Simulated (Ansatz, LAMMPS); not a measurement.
# Amorphous 83SiO2-17PbO (mol %) (150 atoms) under strain, part 4 of 4

Aim: relax amorphous 83SiO2-17PbO (mol %) (150 atoms), then change its volume and shape to read moduli from the stress.

Ansatz 0.2.0; Kohn-Sham DFT, PBE, PAW (set soft_2), plane waves.

The cell: 44 Si, 9 Pb and 97 O. The quench rate of 50 K/ps is many orders above laboratory rates. The starting topology of bonds comes from the classical model. Only the Γ point is sampled. The levels lack spin–orbit coupling.

So far. Step 11 (Compressed by 1 % along x): The relaxation converged after 7 steps, 0.139 eV below its start, with a largest force component of 0.038 eV/Å. Step 11 (Compressed by 1 % along x): Compressed by 1 % along x: the energy stands 0.0415 eV above that of the reference, at a pressure of 0.474 GPa.

### Step 12. Sheared by 2 % in xy

A shear of the relaxed cell gives the modulus that volume changes can't reach.

input.yaml reads:

```yaml
crystal:
  lattice:
    - [13.0552, 0.46482, -0.17015]
    - [0.46707, 13.28016, -0.08753]
    - [-0.17103, -0.08923, 12.83447]
  atoms:
    [... the 150 atom lines of step 4 ...]
kpoints:
  mp_grid: { grid: [1, 1, 1] }
hamiltonian:
  xc: pbe
scf:
  occupations: { method: gaussian, width: 0.025 }
output:
  forces: true
  eigenvalues: true
  stress: true
relax:
  f_tol: 0.05
  max_steps: 70
```

The run is started by

```sh
ansatz run input.yaml --threads 8 --pin off --max-ram 15872MiB --backend cpu --events-out ev --progress --plain --runs-dir out
```

Numbers of over 12 decimals in the logs are rounded to 6 here.

The program printed:

```text
[...]
Crystal: 150 atoms, lattice volume = 2221.917 Å³
Basis set: ecut = 420 eV, 43441 PW (Γ), exchange–correlation on 180×180×180 points (8 copies of the dense FFT grid, shifted against one another)
Bands: 592, of which v1, the nominal top of the filled ones, is band 442 counted from 1 (441 counted from 0)
Symmetry: 1 space group operations
[...]
k-points: 1
[...]
SCF iter   1: F=—  HF=-190315.248233 eV  |F-HF|=—  |Δ(HF+E_count)|=         —  Δρ=1.93e-3  dr2=1.20e-1  ethr=1.77e-3  ⟨swp⟩=6.0  Hψ=2636  notcnv=0  defer=81
[...]
SCF iter   5: F=—  HF=-190315.271767 eV  |F-HF|=—  |Δ(HF+E_count)|=   8.00e-6  Δρ=9.04e-5  dr2=1.96e-4  ethr=1.02e-7  ⟨swp⟩=2.0  Hψ=809  notcnv=0  defer=146
SCF iter   6: F=-190315.271779 eV  HF=-190315.271784 eV  |F-HF|=5.09e-6  |Δ(HF+E_count)|=   1.66e-5  Δρ=3.90e-5  dr2=3.23e-5  ethr=7.07e-9  ⟨swp⟩=12.0  Hψ=3628  notcnv=0
SCF 1 converged in 6 iterations: F = -190315.271779 eV  dr2 = 3.23e-5
[...]
relax step   1: F+E_penalty+E_count = -190315.27177874 eV  Δ(F+E_penalty+E_count) = +0.000e0 eV  max|allowed force component| = 6.139e-1 eV/Å  Δτ_max = 0.0000 Å  (6 SCF iters, dr2 threshold 6.25e-5 eV, accepted)
[...]
relax step   2: F+E_penalty+E_count = -190315.38897383 eV  Δ(F+E_penalty+E_count) = -1.172e-1 eV  max|allowed force component| = 3.635e-1 eV/Å  Δτ_max = 0.0429 Å  (6 SCF iters, dr2 threshold 2.36e-5 eV, accepted)
[...]
relax step   3: F+E_penalty+E_count = -190315.45389463 eV  Δ(F+E_penalty+E_count) = -6.492e-2 eV  max|allowed force component| = 1.563e-1 eV/Å  Δτ_max = 0.0400 Å  (7 SCF iters, dr2 threshold 8.26e-6 eV, accepted)
relax step   4: F+E_penalty+E_count = -190315.11553175 eV  Δ(F+E_penalty+E_count) = +3.384e-1 eV  max|allowed force component| = 1.143e0 eV/Å  Δτ_max = 0.1840 Å  (8 SCF iters, dr2 threshold 4.51e-6 eV, rejected (line search))
relax step   5: F+E_penalty+E_count = -190315.47192655 eV  Δ(F+E_penalty+E_count) = -1.803e-2 eV  max|allowed force component| = 8.219e-2 eV/Å  Δτ_max = 0.0343 Å  (10 SCF iters, accepted)
relax step   6: F+E_penalty+E_count = -190315.47104204 eV  Δ(F+E_penalty+E_count) = +8.845e-4 eV  max|allowed force component| = 7.801e-2 eV/Å  Δτ_max = 0.1000 Å  (9 SCF iters, rejected (line search))
[...]
relax step   7: F+E_penalty+E_count = -190315.47966996 eV  Δ(F+E_penalty+E_count) = -7.743e-3 eV  max|allowed force component| = 3.857e-2 eV/Å  Δτ_max = 0.0350 Å  (9 SCF iters, accepted)
SCF converged after 9 iterations
Free energy (F): -190315.479670 eV
[...]
Internal energy: -190315.479670 eV  (E = F + TS)
E sigma→0 (E₀):  -190315.479670 eV
Fermi energy:    5.254534 eV
[...]
Σ components = -190315.479670   (vs F -190315.479670, Δ=0.00e0)
--- Forces (eV/Å), atoms counted from 1 ---
  atom   1  Si    -0.00881436     0.00007859     0.00019255
  atom   2  Si    -0.00143873     0.00161427    -0.00051659
  atom   3  Si     0.01158810     0.00367836    -0.01093346
  atom   4  Si    -0.00894297    -0.02353487    -0.00606143
[...]
atom 150  O     -0.00630554     0.00468485    -0.00862037
  max |Σ_I F_I| component: 9.34e-5 eV/Å
--- Stress (GPa, compression-positive) ---
       -0.030107      -0.687328       0.002173
       -0.687327      -0.079483      -0.047057
        0.002173      -0.047057      -0.063411
  P = ⅓ Tr σ = -0.0577 GPa (-0.577 kbar)
--- Band table (eV) ---
[...]
--- Relaxed structure (7 steps of the walk, 5 accepted, 0 SCFs on fresh bases) ---
  F+E_penalty+E_count = -190315.47966996 eV   max|allowed force component| = 3.857e-2 eV/Å
  atoms:
    - { symbol: Si, position: [0.924729, 0.870134, 0.968406] }
    - { symbol: Si, position: [0.164790, 0.919276, 0.239857] }
    - { symbol: Si, position: [0.981582, 0.065086, 0.576559] }
    - { symbol: Si, position: [0.646561, 0.054536, 0.471655] }
[...]
- { symbol: O, position: [0.730453, 0.995274, 0.395341] }
```

The job ended after 5.6 min (8 threads of Arm Neoverse N1, shared host; peak memory 3.5 GiB; 42 min of CPU time).

The relaxation converged after 7 steps, 0.208 eV below its start, with a largest force component of 0.039 eV/Å.

Sheared by 2 % in xy: the energy stands 0.0825 eV above that of the reference, at a pressure of -0.0577 GPa.

### Step 13. Pressure against volume

Atoms are relaxed at each volume, in the scaled cell.

```csv
volume change (%),volume (Å³/atom),energy change (meV/atom),pressure (GPa),largest move on relaxing (Å),bonds,gap (eV)
-10,13.333,22.93,5.13,0.62,212,3.56
-6,13.925,8.12,2.95,0.44,209,3.42
-3,14.370,2.02,1.48,0.16,209,3.40
+0,14.814,0.00,0.00,-,209,3.37
+3,15.259,1.95,-1.47,0.14,210,3.33
+6,15.703,7.87,-2.78,0.36,208,3.26
```

### Step 14. Uniaxial strain and shear

Stress (GPa, compression positive) less that of the relaxed cell, atoms relaxed:

```csv
strain,xx,yy,zz,xy,energy change (meV/atom)
stretched by 1 % along x,-0.820,-0.341,-0.256,-0.010,0.36
compressed by 1 % along x,0.809,0.360,0.259,0.038,0.28
sheared by 2 % in xy,-0.031,-0.075,-0.061,-0.683,0.55
```

### Step 15. Findings

The bulk modulus, from the slope of pressure against ln V over the three points nearest the relaxed volume, is 49.1 GPa; between neighbouring points the slope runs 50, 47, 49, 49 and 46 GPa from the smallest volume up, without a steady fall, so no pressure derivative is given. The count of bonds runs from 208 to 212 over the series, so at some points contacts cross the cutoffs. At -10 % some atom moved by over 0.5 Å on relaxing, so that point may sit in another local minimum. The gap goes from 3.56 eV at the smallest volume to 3.26 eV at the largest, -1.6 eV per unit of ln V by a straight line, on the run's k-points. In the Cartesian axes of the cell, finite differences give C11 = 81.4, C12 = 35.1, C13 = 25.8 and C66 = 34.2 GPa (the shear of 2 % is the engineering strain, εxy = 0.01). The mean of C11, C12 and C13, which equals the bulk modulus in a cubic or isotropic solid, is 47.4 GPa: it agrees with the bulk modulus within 10 %. For an isotropic solid C66 would equal (C11 − C12)/2 = 23.2 GPa; so small a sample needn't be isotropic, and C66 rests on one shear. The two differ too much for isotropic moduli to be formed.

**Limits.** Strains are finite and relaxations stop at the force tolerance of the input, which can leave moduli too stiff; they are those of a static cell at zero temperature. Volumes are changed with the cell's shape held, so in an anisotropic solid the modulus lies over the one under free hydrostatic load. The program notes that the SCF threshold of the relaxations is loose for the stress.

The DFT runs together took 83 min of wall time.

[Logs are printed without paths, hosts, clocks, repeated set-up lines and the standing remarks that a program may print on its own settings, such as how far it seeks lower states.]

[Hosts, paths, dates, database ids (printed as entryN), source tags and the programs' standing remarks are cut or masked in the printed files.]
